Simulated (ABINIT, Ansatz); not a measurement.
**TiTe2 (P-3m1): zone-centre phonons**

Which modes does TiTe2 (P-3m1) have at the zone centre?

Program: ABINIT 10.8.3. Level of theory: DFT LDA, scalar-relativistic, plane waves, PseudoDojo norm-conserving pseudopotentials. Results are calculated unless marked as measured.

## (1) The structure

The cell holds 3 atoms: 1 Ti and 2 Te. Its edges and angles: a = 3.730 Å, b = 3.730 Å, c = 16.300 Å, α = 90.0°, β = 90.0°, γ = 120.0°. Vacuum lies along c.

Structure file:

```
Ti Te
1.0
     3.73000    0.00000    0.00000
    -1.86500    3.23027    0.00000
     0.00000    0.00000   16.30000
Ti Te
1 2
Direct
  0.00000 0.00000 0.50000
  0.33333 0.66667 0.60159
  0.66667 0.33333 0.39841
```

## (2) A probe with smearing

A first run with smearing and empty bands tells whether the crystal has a gap, which decides between fixed occupations and smearing later on.

probe.abi

```
# ground state
tolvrs 1.0d-08
prtden 1
prtwf 1

# basis, mesh and filling
ecut 38.0
ngkpt 6 6 1
nshiftk 1
shiftk 0.0 0.0 0.0
istwfk *1
occopt 7
tsmear 0.005
nband 31
nstep 100
diemac 9.0
prtebands 0
prtgsr 0
useylm 1

# cell and atoms
acell 7.048673256 7.048673256 30.80253583
rprim 
    1.0 0.0 0.0
    -0.5 0.8660254038 0.0
    0.0 0.0 1.0
ntypat 2
znucl 22 52
natom 3
typat 1 2 2
xred 
    0.0 0.0 0.5
    1/3 2/3 0.6015950000
    2/3 1/3 0.3984050000
pp_dirpath "./pseudo"
pseudos "Ti.upf, Te.upf"
```

Command:

```bash
OMP_NUM_THREADS=1 mpirun -n 7 abinit probe.abi > probe.log
```

Numbers of over 12 decimals in the logs are rounded to 6 here.

probe.abo, the main output file:

```text
[banners, grids, parts of the stress and lines that vanish by symmetry left out]
- input  file    -> probe.abi
- output file    -> probe.abo
- root for input  files -> probei
[...]
Symmetries : space group P-3 m 1 (#164); Bravais hP (primitive hexag.)
[...]
mpw =       14847          nfft =      288000          nkpt =           7
[...]
== DATASET  1 ==================================================================
[...]
cutoff_energies: {ecut:  38.0, pawecutdg:  -1.0, }
[...]
ETOT  1  -267.73996739895    -2.677E+02 7.995E-01 1.438E+03
 ETOT  2  -257.64604331120     1.009E+01 1.370E-02 1.807E+05
 ETOT  3  -268.29609809506    -1.065E+01 1.667E-02 8.256E+03
 ETOT  4  -268.49331272997    -1.972E-01 1.095E-03 4.082E+03
 ETOT  5  -268.65854744951    -1.652E-01 7.861E-04 3.673E+02
[...]
ETOT 16  -268.67856315045     6.935E-12 3.159E-05 4.752E-07
 ETOT 17  -268.67856315052    -7.390E-11 1.234E-05 7.670E-09
 At SCF step   17       vres2   =  7.67E-09 < tolvrs=  1.00E-08 =>converged.
[...]
sigma(1 1)=  1.25277147E-05  sigma(3 2)=  0.00000000E+00
  sigma(2 2)=  1.25277146E-05  sigma(3 1)=  0.00000000E+00
  sigma(3 3)= -2.18468285E-05  sigma(2 1)=  0.00000000E+00
[...]
convergence: {deltae: -7.390E-11, res2:  7.670E-09, residm:  1.234E-05, diffor: null, }
etotal    :  -2.68678563E+02
[...]
sigma(1 1)=  1.25277147E-05  sigma(3 2)=  0.00000000E+00
  sigma(2 2)=  1.25277146E-05  sigma(3 1)=  0.00000000E+00
  sigma(3 3)= -2.18468285E-05  sigma(2 1)=  0.00000000E+00
[...]
- sigma(1 1)=  3.68578091E-01  sigma(3 2)=  0.00000000E+00
- sigma(2 2)=  3.68578089E-01  sigma(3 1)=  0.00000000E+00
- sigma(3 3)= -6.42755886E-01  sigma(2 1)=  0.00000000E+00
[...]
fcart      1.0186863543E-28  5.2932495677E-28 -0.0000000000E+00
           strten      1.2527714678E-05  1.2527714599E-05 -2.1846828532E-05
================================================================================

[key lines of the parts left out:]
pressure_GPa:  -3.1467E-02
```

Run time: 36 s. Hardware: 7 MPI ranks of Arm Neoverse V1, shared host.

Numbers from this step:

- gap on the k-mesh: 0 eV
- area per atom: 4.016 Å²

No gap opens on this mesh, so smearing is kept.

## (3) Rough relaxation

The typed start is rough, so a first relaxation with smearing and loose thresholds takes it towards rest cheaply.

prerelax.abi

```
# relaxation
ionmov 2
optcell 9
dilatmx 1.15
chkdilatmx 0
ntime 40
tolmxf 3.0d-04
tolvrs 1.0d-10
prtwf 0
prtden 0
chksymtnons 0

# basis, mesh and filling
ecut 38.0
ecutsm 3.0
ngkpt 6 6 1
nshiftk 1
shiftk 0.0 0.0 0.0
istwfk *1
occopt 7
tsmear 0.005
nband 31
nstep 100
diemac 1000000.0
prtebands 0
prtgsr 0
useylm 1

# cell and atoms
acell 7.048673256 7.048673256 30.80253583
rprim 
    1.0 0.0 0.0
    -0.5 0.8660254038 0.0
    0.0 0.0 1.0
ntypat 2
znucl 22 52
natom 3
typat 1 2 2
xred 
    0.0 0.0 0.5
    1/3 2/3 0.6015950000
    2/3 1/3 0.3984050000
pp_dirpath "./pseudo"
pseudos "Ti.upf, Te.upf"
```

Command:

```bash
OMP_NUM_THREADS=1 mpirun -n 7 abinit prerelax.abi > prerelax.log
```

prerelax.abo, the main output file:

```text
[banners, grids, parts of the stress and lines that vanish by symmetry left out]
- input  file    -> prerelax.abi
- output file    -> prerelax.abo
- root for input  files -> prerelaxi
[...]
Symmetries : space group P-3 m 1 (#164); Bravais hP (primitive hexag.)
[...]
mpw =       22599          nfft =      460800          nkpt =           7
[...]
== DATASET  1 ==================================================================
[...]
cutoff_energies: {ecut:  38.0, pawecutdg:  -1.0, }
[...]
ETOT  1  -267.56153206157    -2.676E+02 1.216E+00 2.671E+03
 ETOT  2  -259.99069995497     7.571E+00 2.737E-02 2.301E+05
 ETOT  3  -268.51967162520    -8.529E+00 8.852E-03 7.148E+03
 ETOT  4  -268.60094105256    -8.127E-02 3.113E-03 3.961E+03
 ETOT  5  -268.66234851295    -6.141E-02 4.824E-04 1.039E+03
[...]
At SCF step   22       vres2   =  5.61E-12 < tolvrs=  1.00E-10 =>converged.
[...]
ETOT 25  -268.67953148664    -1.342E-11 1.618E-14 1.350E-12
 At SCF step   25       vres2   =  1.35E-12 < tolvrs=  1.00E-10 =>converged.
[...]
sigma(1 1)=  1.94442210E-08  sigma(3 2)=  0.00000000E+00
  sigma(2 2)=  1.94441338E-08  sigma(3 1)=  0.00000000E+00
  sigma(3 3)=  9.40603816E-07  sigma(2 1)=  0.00000000E+00
[...]
convergence: {deltae: -1.342E-11, res2:  1.350E-12, residm:  1.618E-14, diffor: null, }
etotal    :  -2.68679531E+02
[...]
At Broyd/MD step   8, gradients are converged :
[...]
sigma(1 1)=  1.94442210E-08  sigma(3 2)=  0.00000000E+00
  sigma(2 2)=  1.94441338E-08  sigma(3 1)=  0.00000000E+00
  sigma(3 3)=  9.40603816E-07  sigma(2 1)=  0.00000000E+00
[...]
- sigma(1 1)=  5.72068732E-04  sigma(3 2)=  0.00000000E+00
- sigma(2 2)=  5.72066167E-04  sigma(3 1)=  0.00000000E+00
- sigma(3 3)=  2.76735197E-02  sigma(2 1)=  0.00000000E+00
[...]
fcart      5.2297615821E-29  2.7174638314E-28 -0.0000000000E+00
           strten      1.9444220999E-08  1.9444133799E-08  9.4060381577E-07
================================================================================

[key lines of the parts left out:]
pressure_GPa:  -9.6059E-03
Total energy (etotal) [Ha]= -2.68679531486644E+02
```

Wall time 7.5 min (7 MPI ranks).

Step by step:

| step | energy less that of the first step (eV) | largest force (eV/Å) | volume (Å³) |
| --- | --- | --- | --- |
| 1 | 0.0000 | 0.2440 | 196.40 |
| 2 | -0.0015 | 0.2272 | 196.26 |
| 3 | -0.0181 | 0.0677 | 193.17 |
| 4 | -0.0197 | 0.1060 | 192.28 |
| 5 | -0.0230 | 0.1431 | 190.16 |
| 6 | -0.0261 | 0.1262 | 187.84 |
| 7 | -0.0281 | 0.0569 | 186.32 |
| 8 | -0.0284 | 0.0093 | 186.29 |

| cell as run | before | after | change |
| --- | --- | --- | --- |
| a (Å) | 3.730 | 3.633 | -2.6 % |
| b (Å) | 3.730 | 3.633 | -2.6 % |

The atoms that moved most (Å, along periodic axes as changes of fractional coordinates times the final cell, across vacuum about the mean position):

| atom | dx | dy | dz | length |
| --- | --- | --- | --- | --- |
| Te2 | 0.000 | 0.000 | 0.083 | 0.083 |
| Te3 | 0.000 | 0.000 | -0.083 | 0.083 |

Final coordinates:

```xyz
3
Lattice="3.6328 0.0000 0.0000 -1.8164 3.1461 0.0000 0.0000 0.0000 16.3000" Properties=species:S:1:pos:R:3
Ti    0.0000    0.0000    8.1500
Te    0.0000    2.0974    9.8892
Te    1.8164    1.0487    6.4108
```

Read from the output:

| Quantity | Value |
| --- | --- |
| area per atom | 3.81 Å² |

The volume changes by -5.1 % in this run and stands -5.1 % from the first cell.

## (4) Relaxing the cell and atoms

The in-plane cell and the atoms are brought to rest; the spacing across the vacuum is kept.

relax.abi

```
# relaxation
ionmov 2
optcell 9
dilatmx 1.08
ntime 40
tolmxf 1.0d-05
tolvrs 1.0d-14
prtwf 0
prtden 0
chksymtnons 0

# basis, mesh and filling
ecut 47.0
ecutsm 3.0
ngkpt 12 12 1
nshiftk 1
shiftk 0.0 0.0 0.0
istwfk *1
occopt 7
tsmear 0.01
nband 31
nstep 100
diemac 1000000.0
prtebands 0
prtgsr 0
useylm 1

# cell and atoms
acell 6.864927922 6.864927922 30.80253583
rprim 
    1.0 0.0 0.0
    -0.5 0.8660254038 0.0
    0.0 0.0 1.0
ntypat 2
znucl 22 52
natom 3
typat 1 2 2
xred 
    0.0 0.0 0.5
    1/3 2/3 0.6066968743
    2/3 1/3 0.3933031257
pp_dirpath "./pseudo"
pseudos "Ti.upf, Te.upf"
```

Command:

```bash
OMP_NUM_THREADS=1 mpirun -n 16 abinit relax.abi > relax.log
```

relax.abo, the main output file:

```text
[banners, grids, parts of the stress and lines that vanish by symmetry left out]
- input  file    -> relax.abi
- output file    -> relax.abo
- root for input  files -> relaxi
[...]
Symmetries : space group P-3 m 1 (#164); Bravais hP (primitive hexag.)
[...]
mpw =       24439          nfft =      497664          nkpt =          19
[...]
== DATASET  1 ==================================================================
[...]
-    --> not optimal distribution: autoparal keyword recommended in input file <--
[...]
cutoff_energies: {ecut:  47.0, pawecutdg:  -1.0, }
[...]
ETOT  1  -267.71539120628    -2.677E+02 1.029E+00 1.782E+03
 ETOT  2  -260.78601547255     6.929E+00 2.017E-02 2.616E+05
 ETOT  3  -268.45987194837    -7.674E+00 5.488E-03 1.084E+04
 ETOT  4  -268.58194671677    -1.221E-01 2.622E-03 5.710E+03
 ETOT  5  -268.66773466789    -8.579E-02 5.986E-04 1.128E+03
[...]
At SCF step   28       vres2   =  4.64E-15 < tolvrs=  1.00E-14 =>converged.
[...]
sigma(1 1)=  1.97744160E-06  sigma(3 2)=  0.00000000E+00
  sigma(2 2)=  1.97744152E-06  sigma(3 1)=  0.00000000E+00
  sigma(3 3)=  2.39696296E-06  sigma(2 1)=  0.00000000E+00
[...]
convergence: {deltae:  6.389E-11, res2:  4.638E-15, residm:  1.345E-10, diffor: null, }
etotal    :  -2.68681348E+02
[...]
ETOT  1  -268.68126281814    -2.687E+02 1.871E+00 1.081E+01
[...]
At SCF step   28       vres2   =  7.91E-15 < tolvrs=  1.00E-14 =>converged.
[...]
sigma(1 1)=  1.73996228E-06  sigma(3 2)=  0.00000000E+00
  sigma(2 2)=  1.73996219E-06  sigma(3 1)=  0.00000000E+00
  sigma(3 3)=  2.07662212E-06  sigma(2 1)=  0.00000000E+00
[...]
convergence: {deltae: -1.074E-11, res2:  7.913E-15, residm:  1.522E-09, diffor: null, }
etotal    :  -2.68681349E+02
[...]
ETOT  1  -268.67728945358    -2.687E+02 3.152E-02 5.068E+02
[...]
At SCF step   26       vres2   =  8.21E-16 < tolvrs=  1.00E-14 =>converged.
[...]
sigma(1 1)=  1.12067637E-07  sigma(3 2)=  0.00000000E+00
  sigma(2 2)=  1.12067549E-07  sigma(3 1)=  0.00000000E+00
  sigma(3 3)= -1.09305688E-07  sigma(2 1)=  0.00000000E+00
[...]
convergence: {deltae:  3.280E-11, res2:  8.212E-16, residm:  3.413E-11, diffor: null, }
etotal    :  -2.68681351E+02
[...]
ETOT  1  -268.68135085668    -2.687E+02 7.480E-09 1.597E-02
[...]
At SCF step   24       vres2   =  6.40E-15 < tolvrs=  1.00E-14 =>converged.
[...]
sigma(1 1)=  1.12889140E-07  sigma(3 2)=  0.00000000E+00
  sigma(2 2)=  1.12889053E-07  sigma(3 1)=  0.00000000E+00
  sigma(3 3)= -1.00635183E-07  sigma(2 1)=  0.00000000E+00
[...]
convergence: {deltae: -5.571E-12, res2:  6.404E-15, residm:  1.055E-14, diffor: null, }
etotal    :  -2.68681351E+02
[...]
ETOT  1  -268.68115018884    -2.687E+02 2.471E-02 2.394E+01
[...]
ETOT 27  -268.68135101847     4.979E-11 4.463E-10 2.639E-14
 ETOT 28  -268.68135101850    -3.342E-11 2.937E-11 3.203E-15
 At SCF step   28       vres2   =  3.20E-15 < tolvrs=  1.00E-14 =>converged.
[...]
sigma(1 1)=  4.52257227E-08  sigma(3 2)=  0.00000000E+00
  sigma(2 2)=  4.52256353E-08  sigma(3 1)=  0.00000000E+00
  sigma(3 3)=  2.61057463E-08  sigma(2 1)=  0.00000000E+00
[...]
convergence: {deltae: -3.342E-11, res2:  3.203E-15, residm:  2.937E-11, diffor: null, }
etotal    :  -2.68681351E+02
[...]
At Broyd/MD step   5, gradients are converged :
[...]
sigma(1 1)=  4.52257227E-08  sigma(3 2)=  0.00000000E+00
  sigma(2 2)=  4.52256353E-08  sigma(3 1)=  0.00000000E+00
  sigma(3 3)=  2.61057463E-08  sigma(2 1)=  0.00000000E+00
[...]
- sigma(1 1)=  1.33058670E-03  sigma(3 2)=  0.00000000E+00
- sigma(2 2)=  1.33058413E-03  sigma(3 1)=  0.00000000E+00
- sigma(3 3)=  7.68057572E-04  sigma(2 1)=  0.00000000E+00
[...]
fcart     -0.0000000000E+00 -2.4168938895E-28  5.6468863150E-22
           strten      4.5225722690E-08  4.5225635292E-08  2.6105746255E-08
================================================================================

[key lines of the parts left out:]
pressure_GPa:  -1.1431E-03
Total energy (etotal) [Ha]= -2.68681351018500E+02
```

The job ended after 11 min (16 MPI ranks; 3.1 h of CPU time).

Little changed from the start: no atom moved by 0.005 Å and no cell edge by 0.1 %.

Read from the output:

- area per atom: 3.805 Å²

The volume changes by -0.1 % in this run and stands -5.3 % from the first cell.

## (5) Self-consistent run for the response

The response is built on these wavefunctions, so the potential is converged far more tightly than an energy would need. Smearing stays on, as the first look found no gap above 0.3 eV.

gs.abi

```
# ground state
tolvrs 1.0d-16
prtden 1
prtwf 1

# basis, mesh and filling
ecut 38.0
ngkpt 12 12 1
nshiftk 1
shiftk 0.0 0.0 0.0
istwfk *1
occopt 7
tsmear 0.01
nband 31
nstep 100
diemac 1000000.0
prtebands 0
prtgsr 0
useylm 1

# cell and atoms
acell 6.861035209 6.861035209 30.80253583
rprim 
    1.0 0.0 0.0
    -0.5 0.8660254038 0.0
    0.0 0.0 1.0
ntypat 2
znucl 22 52
natom 3
typat 1 2 2
xred 
    0.0 0.0 0.5
    1/3 2/3 0.6066004585
    2/3 1/3 0.3933995415
pp_dirpath "./pseudo"
pseudos "Ti.upf, Te.upf"
```

Command:

```bash
OMP_NUM_THREADS=1 mpirun -n 16 abinit gs.abi > gs.log
```

gs.abo, the main output file:

```text
[banners, grids, parts of the stress and lines that vanish by symmetry left out]
- input  file    -> gs.abi
- output file    -> gs.abo
- root for input  files -> gsi
[...]
Symmetries : space group P-3 m 1 (#164); Bravais hP (primitive hexag.)
[...]
mpw =       14117          nfft =      288000          nkpt =          19
[...]
== DATASET  1 ==================================================================
[...]
-    --> not optimal distribution: autoparal keyword recommended in input file <--
[...]
cutoff_energies: {ecut:  38.0, pawecutdg:  -1.0, }
[...]
ETOT  1  -267.79100594741    -2.678E+02 8.568E-01 8.356E+02
 ETOT  2  -260.60720657626     7.184E+00 3.106E-02 1.528E+05
 ETOT  3  -268.45235229583    -7.845E+00 2.332E-02 6.150E+03
 ETOT  4  -268.59225407408    -1.399E-01 3.288E-03 2.961E+03
 ETOT  5  -268.66875951708    -7.651E-02 5.268E-04 6.284E+02
[...]
ETOT 28  -268.68125334851    -3.411E-11 1.381E-10 1.156E-16
 ETOT 29  -268.68125334850     1.364E-11 3.300E-11 1.502E-17
 At SCF step   29       vres2   =  1.50E-17 < tolvrs=  1.00E-16 =>converged.
[...]
sigma(1 1)=  6.36178430E-07  sigma(3 2)=  0.00000000E+00
  sigma(2 2)=  6.36178343E-07  sigma(3 1)=  0.00000000E+00
  sigma(3 3)=  6.29931363E-07  sigma(2 1)=  0.00000000E+00
[...]
convergence: {deltae:  1.364E-11, res2:  1.502E-17, residm:  3.300E-11, diffor: null, }
etotal    :  -2.68681253E+02
[...]
sigma(1 1)=  6.36178430E-07  sigma(3 2)=  0.00000000E+00
  sigma(2 2)=  6.36178343E-07  sigma(3 1)=  0.00000000E+00
  sigma(3 3)=  6.29931363E-07  sigma(2 1)=  0.00000000E+00
[...]
- sigma(1 1)=  1.87170156E-02  sigma(3 2)=  0.00000000E+00
- sigma(2 2)=  1.87170130E-02  sigma(3 1)=  0.00000000E+00
- sigma(3 3)=  1.85332206E-02  sigma(2 1)=  0.00000000E+00
[...]
fcart     -3.6629101368E-28 -3.3232290983E-28  2.8234431575E-22
           strten      6.3617842997E-07  6.3617834255E-07  6.2993136307E-07
================================================================================

[key lines of the parts left out:]
pressure_GPa:  -1.8656E-02
```

It took 95 s on 16 MPI ranks.

(Continued in part 2 of 3.)

[Host names and launcher messages were left out of these logs when they were recorded.]

[Logs are printed without paths, hosts, clocks, repeated set-up lines and the standing remarks that a program may print on its own settings, such as how far it seeks lower states.]

[Hosts, paths, dates, database ids (printed as entryN), source tags and the programs' standing remarks are cut or masked in the printed files.]
